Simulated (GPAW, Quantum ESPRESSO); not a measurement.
Consider VBrO (Pmmn).

```xyz
6
Lattice="3.3800 0.0000 0.0000 0.0000 3.7750 0.0000 0.0000 0.0000 8.4250" Properties=species:S:1:pos:R:3 pbc="T T T"
Br    1.6900    0.0000    5.6616
Br    0.0000    1.8875    2.7634
V     0.0000    0.0000    7.5488
V     1.6900    1.8875    0.8762
O     1.6900    0.0000    0.3117
O     0.0000    1.8875    8.1133
```

Absorber: atom 5, with 2 V at 1.97 Å and 2 V at 2.07 Å (4-fold, site symmetry mm2). Method: GPAW, LDA + U (V 3.3 eV), full core hole (charged cell), 12-atom cell with 5.1 Å between holes, 3×3×3 k points, dipole transitions, Gaussian full width 0.9 eV up to 4 eV, rising linearly to 3.5 eV at 25 eV.

Q: What does the O K edge look like?

Main maxima up to 24 eV above the zero (height): 2.3 eV (2.36), 6.6 eV (1.14), 9.1 eV (1.24) and 18.9 eV (0.95). A K edge sees empty p states; the first features are O p mixed into the empty d states of the V neighbours, and the broad ones above probably into the cations' higher empty bands. The total-energy difference plus the lowest empty eigenvalue puts the zero at 525.58 eV. The functional and the charged cell's background leave an error in such absolute values: in the free atom LDA prices this hole 4.1 eV below PBE (computed apart), and PBE is itself good to a few eV.

The O K spectrum (energy from the lowest empty level; intensity scaled to a mean of 1 over the first 20 eV; polarised curves are means over the symmetry-equivalent atoms):

```csv
E (eV),isotropic,ε ∥ x,ε ∥ y,ε ∥ z
-2.0,0.00,0.00,0.00,0.00
-1.5,0.00,0.00,0.00,0.00
-1.0,0.00,0.00,0.00,0.00
-0.5,0.01,0.00,0.01,0.02
0.0,0.09,0.01,0.14,0.13
0.5,0.25,0.04,0.47,0.24
1.0,0.47,0.26,0.66,0.49
1.5,1.26,1.36,1.10,1.31
2.0,2.20,2.70,1.91,1.99
2.5,2.25,2.52,2.33,1.91
3.0,1.71,2.09,1.57,1.48
3.5,1.32,1.48,1.23,1.24
4.0,0.67,0.57,0.75,0.67
4.5,0.19,0.18,0.20,0.19
5.0,0.27,0.27,0.24,0.29
5.5,0.56,0.48,0.51,0.68
6.0,0.92,0.66,0.89,1.22
6.5,1.14,0.79,1.23,1.40
7.0,1.07,0.84,1.30,1.08
7.5,1.02,0.93,1.23,0.88
8.0,1.07,1.08,1.19,0.93
8.5,1.18,1.18,1.28,1.07
9.0,1.24,1.12,1.38,1.22
9.5,1.21,0.98,1.39,1.27
10.0,1.18,0.94,1.38,1.24
10.5,1.19,1.00,1.42,1.14
11.0,1.18,1.11,1.46,0.97
11.5,1.15,1.25,1.42,0.79
12.0,1.15,1.45,1.34,0.66
12.5,1.17,1.62,1.30,0.58
13.0,1.15,1.61,1.29,0.55
13.5,1.07,1.40,1.26,0.56
14.0,0.96,1.11,1.17,0.60
14.5,0.86,0.87,1.07,0.64
15.0,0.79,0.72,1.00,0.67
15.5,0.76,0.64,0.96,0.67
16.0,0.74,0.60,0.95,0.67
16.5,0.74,0.60,0.95,0.68
17.0,0.78,0.64,0.97,0.72
17.5,0.83,0.71,0.98,0.80
18.0,0.90,0.79,0.99,0.91
18.5,0.94,0.86,0.94,1.02
19.0,0.95,0.90,0.85,1.10
19.5,0.92,0.91,0.72,1.13
20.0,0.86,0.90,0.59,1.09
20.5,0.79,0.87,0.49,1.02
21.0,0.73,0.82,0.44,0.93
21.5,0.68,0.76,0.42,0.85
22.0,0.64,0.70,0.43,0.79
22.5,0.62,0.66,0.45,0.76
23.0,0.62,0.64,0.48,0.74
23.5,0.62,0.63,0.49,0.73
24.0,0.62,0.62,0.50,0.73
24.5,0.61,0.62,0.49,0.74
25.0,0.61,0.61,0.47,0.74
25.5,0.60,0.61,0.45,0.76
26.0,0.60,0.60,0.43,0.77
26.5,0.60,0.59,0.43,0.79
27.0,0.61,0.59,0.43,0.80
27.5,0.63,0.60,0.46,0.82
28.0,0.65,0.64,0.49,0.83
28.5,0.69,0.68,0.54,0.84
29.0,0.72,0.73,0.59,0.84
29.5,0.75,0.78,0.63,0.84
30.0,0.77,0.81,0.67,0.83
30.5,0.78,0.82,0.71,0.81
31.0,0.77,0.80,0.74,0.78
31.5,0.76,0.78,0.77,0.75
32.0,0.76,0.75,0.80,0.73
```

The hole lies in one spin channel, while the script sums the empty states of both and takes the lower zero; where the two channels are split, this blurs and shifts the curve. The spins start ferromagnetically in a simple order, which needn't be the measured one; gap and edge can depend on it. The holes are only 5.1 Å apart, so the shape is probably not converged with cell size; no larger cell was run here. The mesh is coarse (0.43 Å⁻¹ between points), so small maxima may be mesh ripples. Lifetime broadening is put in by hand, and intensities beyond about 20 eV depend on it and on the partial waves; weight that the partial waves miss at high energy is lost. The structure is a published determination, not relaxed.

[Banner, clock and machine lines of the logs are left out without a mark of their own.]

[Logs are printed without paths, hosts, clocks, repeated set-up lines and the standing remarks that a program may print on its own settings, such as how far it seeks lower states.]

[Hosts, paths, dates, database ids (printed as entryN), source tags and the programs' standing remarks are cut or masked in the printed files.]

[Lists of maxima count a maximum above −3 eV only where it reaches 4 % of the highest in the window and stands out from its surroundings by 2 % of it (1.5 % where it reaches 55 %); shoulders and weaker maxima are passed over, and of the rest the first, up to two pre-edge ones and the few strongest are named.]
